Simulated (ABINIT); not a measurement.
# BaH2 (P6_3/mmc): G0W0 with and without spin-orbit coupling

Wanted: the effect of spin-orbit coupling on the quasiparticle gap of BaH2 (P6_3/mmc).

Method: PBEsol and many-body steps on it, plane waves, in ABINIT 10.8.3.

This is a report of a sequence of runs, with most program output left out.

## Step 1: Set-up

The structure is hexagonal, space group P6_3/mmc (No. 194). The conventional cell has a = 4.462 Å, b = 4.462 Å, c = 6.055 Å, α = 90.00°, β = 90.00°, γ = 120.00°. Ba has 11 H at 2.58 to 3.03 Å nearest. Nearest to H lie 5 Ba at 2.58 to 3.03 Å and 6 H at 2.99 Å. Nearest to H lie 6 Ba at 2.99 Å and 8 H at 2.99 to 3.03 Å. Farther neighbours are not listed.

The cell and positions are those that the Materials Project relaxed with its own functionals (PBE, PBE+U or r2SCAN), kept fixed. Spin-orbit coupling is left out unless a step names it.

## Step 2: Empty states on the mesh, 3×3×2 mesh, 116 bands

This step: ABINIT 10.8.3; DFT, PBEsol, plane waves, norm-conserving pseudopotentials.

The sums over transitions need many empty states on a uniform mesh; this step solves for them.

run.abi reads:

```
acell 3*1.0 Angstrom
rprim 
  4.462025052349 0.000000000014 0.000000000000
  -2.231012526186 3.864227047650 0.000000000000
  0.000000000000 0.000000000000 6.055292590000
ntypat 2
znucl 56 1
natom 6
typat 1 1 2 2 2 2
xred 
  0.666666666667 0.333333333333 0.750000000000
  0.333333333333 0.666666666667 0.250000000000
  0.333333333333 0.666666666667 0.750000000000
  0.666666666667 0.333333333333 0.250000000000
  -0.000000000000 -0.000000000000 0.500000000000
  -0.000000000000 -0.000000000000 0.000000000000
pp_dirpath "pseudos"
pseudos "Ba.upf, H.upf"
ecut 32
ngkpt 3 3 2
nshiftk 1
shiftk 0 0 0
kptopt 1
chksymbreak 0
iscf -2
irdden 1
istwfk *1
nband 116
nbdbuf 10
tolwfr 1e-09
nstep 60
prtvol 0
indata_prefix "in"
outdata_prefix "out"
tmpdata_prefix "tmp"
```

Run with:

```console
OMP_NUM_THREADS=1 mpirun -n 8 abinit run.abi > log
```

It took 34 s on 8 MPI ranks of Intel Xeon Platinum 8259CL at 2.50GHz (Skylake/Cascade Lake), shared host; peak memory 0.7 GiB; 4.5 min of CPU time.

This step gave:

```
gap                                                           : 1.473 eV
k of the valence top                                          : 0, 0, 0
k of the conduction bottom                                    : 0.3333, 0.3333, 0.5
least direct gap                                              : 2.725 eV
k points computed                                             : 6
lowest point of the top converged band, above the valence top : 45.06 eV
```

On this mesh the gap is 1.473 eV.

The density comes from a self-consistent run that is not shown.

## Step 3: Screening, 3×3×2 mesh, 106 bands, screening to 119.7 eV

The RPA dielectric matrix is built and inverted for each q.

This step: RPA screening on PBEsol, plane waves, norm-conserving pseudopotentials.

run.abi: that of step 2 with these lines changed.

```diff
@@ -24,10 +24,11 @@
 chksymbreak 0
-iscf -2
-irdden 1
 istwfk *1
-nband 116
-nbdbuf 10
-tolwfr 1e-09
-nstep 60
-prtvol 0
+occopt 1
+irdwfk 1
+optdriver 3
+nband 106
+ecuteps 4.4
+inclvkb 0
+awtr 1
+symchi 1
 indata_prefix "in"
```

Run time: 12 s. Hardware: 8 MPI ranks; peak memory 1.2 GiB.

Numbers from this step:

- ε∞ with local fields, on this mesh, along the program's q direction: 5.739
- the same without local fields: 6.369
- plasma frequency: 17.80 eV
- plane waves in the screening matrix: 299

Local fields lower ε∞ by 10 %. On a Γ-centred mesh this coarse the value itself is usually too large, while a short band sum pulls it down.

## Step 4: Scalar-relativistic

The self-energy is evaluated for the states that the input lists, and the levels follow from it, in one-shot runs by the linearised quasiparticle equation.

This step: G0W0 on PBEsol, plane waves, norm-conserving pseudopotentials.

run.abi: that of step 3 with these lines changed.

```diff
@@ -27,8 +27,17 @@
 irdwfk 1
-optdriver 3
+optdriver 4
 nband 106
+gwcalctyp 0
+ecutsigx 32
+symsigma 1
+nkptgw 2
+kptgw 
+  0.0000000000 0.0000000000 0.0000000000
+  0.3333333333 0.3333333333 0.5000000000
+bdgw 
+  11 14
+  11 14
 ecuteps 4.4
-inclvkb 0
-awtr 1
-symchi 1
+irdscr 1
+ppmodel 1
 indata_prefix "in"
```

Elapsed: 8.6 s, on 8 MPI ranks; peak memory 1.3 GiB; 67 s of CPU time.

This step gave:

```yaml
g0w0_gap_on_the_points_computed: 2.977 eV
starting_gap_on_the_mesh: 1.473 eV
k_of_the_valence_top: 0, 0, 0
k_of_the_conduction_bottom: 0.3333, 0.3333, 0.5
z_at_the_valence_top: 0.774
z_at_the_conduction_bottom: 0.812
least_direct_g0w0_gap_on_the_computed_points: 4.299 eV
```

The gap on the mesh goes from 1.47 eV to 2.98 eV, a correction of +1.50 eV.

## Step 5: Empty states on the mesh, 3×3×2 mesh, 232 bands

This step: DFT, PBEsol with spin-orbit coupling, plane waves, norm-conserving pseudopotentials.

run.abi: that of step 4 with these lines changed.

```diff
@@ -19,2 +19,3 @@
 ecut 32
+nspinor 2
 ngkpt 3 3 2
@@ -24,20 +25,10 @@
 chksymbreak 0
+iscf -2
+irdden 1
 istwfk *1
-occopt 1
-irdwfk 1
-optdriver 4
-nband 106
-gwcalctyp 0
-ecutsigx 32
-symsigma 1
-nkptgw 2
-kptgw 
-  0.0000000000 0.0000000000 0.0000000000
-  0.3333333333 0.3333333333 0.5000000000
-bdgw 
-  11 14
-  11 14
-ecuteps 4.4
-irdscr 1
-ppmodel 1
+nband 232
+nbdbuf 20
+tolwfr 1e-09
+nstep 60
+prtvol 0
 indata_prefix "in"
```

The job ended after 3.7 min (8 MPI ranks; peak memory 0.91 GiB).

This step gave:

* gap: 1.450 eV
* k of the valence top: 0, 0, 0
* k of the conduction bottom: 0.3333, 0.3333, 0.5
* least direct gap: 2.675 eV
* k points computed: 6
* lowest point of the top converged band, above the valence top: 45.04 eV

On this mesh the gap is 1.450 eV.

The density comes from a self-consistent run that is not shown, made with spin-orbit coupling and fully relativistic files.

## Step 6: Screening, 3×3×2 mesh, 212 bands, screening to 119.7 eV

This step: RPA screening on PBEsol with spin-orbit coupling, plane waves, norm-conserving pseudopotentials.

run.abi: that of step 5 with these lines changed.

```diff
@@ -25,10 +25,11 @@
 chksymbreak 0
-iscf -2
-irdden 1
 istwfk *1
-nband 232
-nbdbuf 20
-tolwfr 1e-09
-nstep 60
-prtvol 0
+occopt 1
+irdwfk 1
+optdriver 3
+nband 212
+ecuteps 4.4
+inclvkb 0
+awtr 1
+symchi 1
 indata_prefix "in"
```

Elapsed: 88 s, on 8 MPI ranks; peak memory 2.8 GiB; 12 min of CPU time.

This step gave:

* ε∞ with local fields, on this mesh, along the program's q direction: 5.785
* the same without local fields: 6.418
* plasma frequency: 17.80 eV
* plane waves in the screening matrix: 299

## Step 7: With spin-orbit coupling

This step: G0W0 on PBEsol with spin-orbit coupling, plane waves, norm-conserving pseudopotentials.

run.abi: that of step 6 with these lines changed.

```diff
@@ -28,8 +28,17 @@
 irdwfk 1
-optdriver 3
+optdriver 4
 nband 212
+gwcalctyp 0
+ecutsigx 32
+symsigma 0
+nkptgw 2
+kptgw 
+  0.0000000000 0.0000000000 0.0000000000
+  0.3333333333 0.3333333333 0.5000000000
+bdgw 
+  21 28
+  21 28
 ecuteps 4.4
-inclvkb 0
-awtr 1
-symchi 1
+irdscr 1
+ppmodel 1
 indata_prefix "in"
```

The job ended after 1.7 min (8 MPI ranks; peak memory 2.4 GiB; 13 min of CPU time).

Numbers from this step:

```yaml
g0w0_gap_on_the_points_computed: 2.946 eV
starting_gap_on_the_mesh: 1.450 eV
k_of_the_valence_top: 0, 0, 0
k_of_the_conduction_bottom: 0.3333, 0.3333, 0.5
z_at_the_valence_top: 0.773
z_at_the_conduction_bottom: 0.812
least_direct_g0w0_gap_on_the_computed_points: 4.248 eV
```

Against G0W0 in ABINIT (3×3×2 mesh, 106 bands, screening to 119.7 eV, Godby-Needs plasmon pole), the gap moves by −0.031 eV.

## Step 8: The runs together

Times are wall times on 8 MPI ranks of Intel Xeon Platinum 8259CL at 2.50GHz (Skylake/Cascade Lake), shared host, good to a factor of about two. A run's time includes the screening step that it read.

```tsv
run	mesh	bands	screening cutoff (eV)	DFT gap (eV)	gap on the mesh (eV)	direct (eV)	ε∞ used	time
scalar-relativistic	3×3×2	106	119.7	1.473	2.977	4.299	5.74	21 s
with spin-orbit coupling	3×3×2	212	119.7	1.450	2.946	4.248	5.79	3.2 min
```

## Step 9: Results

* scalar-relativistic: 2.977 eV
* with spin-orbit coupling: 2.946 eV
* known limits: not at the basis limit; screening head approximate; no spin-orbit coupling in some runs; coarse k mesh

What this shows: With spin-orbit coupling: −0.031 eV against scalar-relativistic, −0.024 eV of it in the start. Bands and cutoff are finite, so the gap is not at the basis limit. The miss can reach some tenths of an eV and take either sign; the mesh is an error of its own. In the G0W0 runs levels were corrected at 2 k points alone, so a gap called «on the mesh» is the least over those, and an edge elsewhere would be missed. The 3×3×2 mesh is coarse for this cell, which bears on the long-range parts of exchange and screening. The long-wavelength limit of the screening leaves out the non-local commutator, which shifts ε∞.

[Paths, hosts, dates, memory and timing lines, banners, echoed tables and standing remarks are left out of the program output.]

[Logs are printed without paths, hosts, clocks, repeated set-up lines and the standing remarks that a program may print on its own settings, such as how far it seeks lower states.]

[Runs of the session that timed out or met a known fault of the program may be left out.]

[Hosts, paths, dates, database ids (printed as entryN), source tags and the programs' standing remarks are cut or masked in the printed files.]

[G0W0 gaps are taken among the corrected bands and points alone; a level outside them can change the order at an edge.]

[Where Ansatz stands beside ABINIT at settings called matched, ABINIT's density can come from a denser mesh and the files from another edition; pairs whose starting gaps differed by over 0.03 eV were left out, so agreement reads better than it is.]
